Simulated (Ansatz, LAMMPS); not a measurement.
# What went wrong? amorphous polyisobutylene (as short chains C22H46) at 500 K (136 atoms)

Program: Ansatz 0.2.0. The cell: 44 C and 92 H.

File input.yaml:

```yaml
crystal:
  lattice:
    - [10.98597, 0.0, 0.0]
    - [0.0, 10.98597, 0.0]
    - [0.0, 0.0, 10.98597]
  atoms:
    - { symbol: C, position: [0.13909, 0.89316, 0.30712] }
    - { symbol: C, position: [0.16331, 0.80153, 0.40416] }
    - { symbol: C, position: [0.12936, 0.66709, 0.38064] }
    - { symbol: C, position: [0.06062, 0.65191, 0.25855] }
    - { symbol: C, position: [0.04685, 0.62537, 0.47779] }
    - { symbol: C, position: [0.24496, 0.58209, 0.36464] }
    - { symbol: C, position: [0.31793, 0.52288, 0.4725] }
    - { symbol: C, position: [0.43622, 0.4877, 0.40268] }
    - { symbol: C, position: [0.35234, 0.62579, 0.56035] }
    - { symbol: C, position: [0.2334, 0.42431, 0.54071] }
    - { symbol: C, position: [0.29714, 0.31346, 0.6025] }
    - { symbol: C, position: [0.34744, 0.23394, 0.50449] }
    - { symbol: C, position: [0.3953, 0.36366, 0.6888] }
    - { symbol: C, position: [0.20242, 0.25871, 0.69187] }
    - { symbol: C, position: [0.2407, 0.13936, 0.76896] }
    - { symbol: C, position: [0.22138, 0.03635, 0.68111] }
    - { symbol: C, position: [0.36564, 0.12593, 0.80942] }
    - { symbol: C, position: [0.15513, 0.1283, 0.88095] }
    [... 112 atom lines left out ...]
    - { symbol: H, position: [0.79949, 0.36366, 0.93944] }
    - { symbol: H, position: [0.80736, 0.49297, 0.87856] }
    - { symbol: H, position: [0.88397, 0.47317, 0.0122] }
    - { symbol: H, position: [0.52623, 0.43301, 0.96011] }
    - { symbol: H, position: [0.52896, 0.44654, 0.1248] }
    - { symbol: H, position: [0.60075, 0.33003, 0.0385] }
kpoints:
  mp_grid: { grid: [1, 1, 1] }
hamiltonian:
  xc: pbe
  dispersion: d4
scf:
  occupations: { method: fermi_dirac, width: 0.025 }
  max_iter: 2
output:
  forces: true
```

Launch:

```sh
$ ansatz run input.yaml --threads 4 --pin off --max-ram 8192MiB --backend cpu --events-out ev --progress --plain --runs-dir out
```

Numbers of over 12 decimals in the logs are rounded to 6 here.

What it wrote:

```text
Engine: ansatz 0.2.0, aarch64-unknown-linux-gnu
Pseudopotentials: kind: paw
Pseudopotential: C, paw, valence charge 4, recommended cutoff 420 eV (normal), C.paw.azcp
Pseudopotential: H, paw, valence charge 1, recommended cutoff 420 eV (normal), H.paw.azcp
Functional definition: PBE
  parameter kappa = 0.804
  parameter beta = 0.066725
  exchange = pbe_x(kappa = kappa, mu = beta*pi^2/3)
  correlation = pbe_c(beta = beta)
Crystal: 136 atoms, lattice volume = 1325.914 Å³
Basis set: ecut = 420 eV, 25821 PW (Γ), exchange–correlation on 150×150×150 points (8 copies of the dense FFT grid, shifted against one another)
Bands: 270, of which v1, the nominal top of the filled ones, is band 134 counted from 1 (133 counted from 0)
Symmetry: 1 space group operations
Space group: P1 (ITA 1), of the structure as read, at distance tolerance 1.1e-4 Å
k-points: 1
Non-local potential: C, projectors of the file, l = 0: 2, l = 1: 2, l = 2: 1
Non-local potential: H, projectors of the file, l = 0: 2, l = 1: 1
PAW form: soft (Blöchl's): semilocal exchange-correlation on the pseudo side does not see the compensation charge
PAW one-centre angular grid: C, 110 points (default); XC on 64 Gauss nodes
PAW one-centre angular grid: H, 110 points (default); XC on 64 Gauss nodes
Initial density: superposition of atomic densities (neutral atoms: chi_scale 0, normalization atom), corrected by the library's trained network
Initial wavefunctions: pseudopotential atomic-orbital guess
Functional: x = pbe(κ = 0.804, μ = 0.219515), c = pbe(β = 0.066725)
SCF iter   1: F=—  HF=-12520.413623 eV  |F-HF|=—  |Δ(HF+E_count)|=         —  Δρ=4.50e-3  dr2=3.19e-1  ethr=1.77e-3  ⟨swp⟩=1.0  Hψ=1558  notcnv=0
preconditioner: auto → Resta (q_TF=auto, 2.090 Å⁻¹)  ε∞=2.2  [insulator: Δε(μ)=4.851 eV  Ē_g=15.390 eV  σ=0.025 eV  W_gap=1.00  n_scr=202 (ndim 8)  ℏωp=16.7 eV  f_vac=0.279  D(μ)=0.00/eV (n_scr^D=0)  ε∞_Penn≈2.2]
SCF iter   2: F=—  HF=-12520.386436 eV  |F-HF|=—  |Δ(HF+E_count)|=   2.72e-2  Δρ=1.86e-3  dr2=6.11e-2  ethr=1.19e-4  ⟨swp⟩=1.0  Hψ=554  notcnv=0
Error: did not converge after 2 iterations: dr2 = 6.11e-2 (threshold 1.00e-6), under the density mixer `msr1`, which `scf.mixing.algorithm: auto` chose by the deck's other keys (type `scf.mixing.algorithm: msr1` to keep it); raise `scf.max_iter`, [...]
```

The job ended after 5.8 s (4 threads of Arm Neoverse V2, shared host; peak memory 1.2 GiB).

What is at fault here, and what would mend it?

Too few SCF iterations: scf.max_iter = 2.

The fix is to allow more cycles.

The run ended unconverged.

[Logs are printed without paths, hosts, clocks, repeated set-up lines and the standing remarks that a program may print on its own settings, such as how far it seeks lower states.]

[Hosts, paths, dates, database ids (printed as entryN), source tags and the programs' standing remarks are cut or masked in the printed files.]
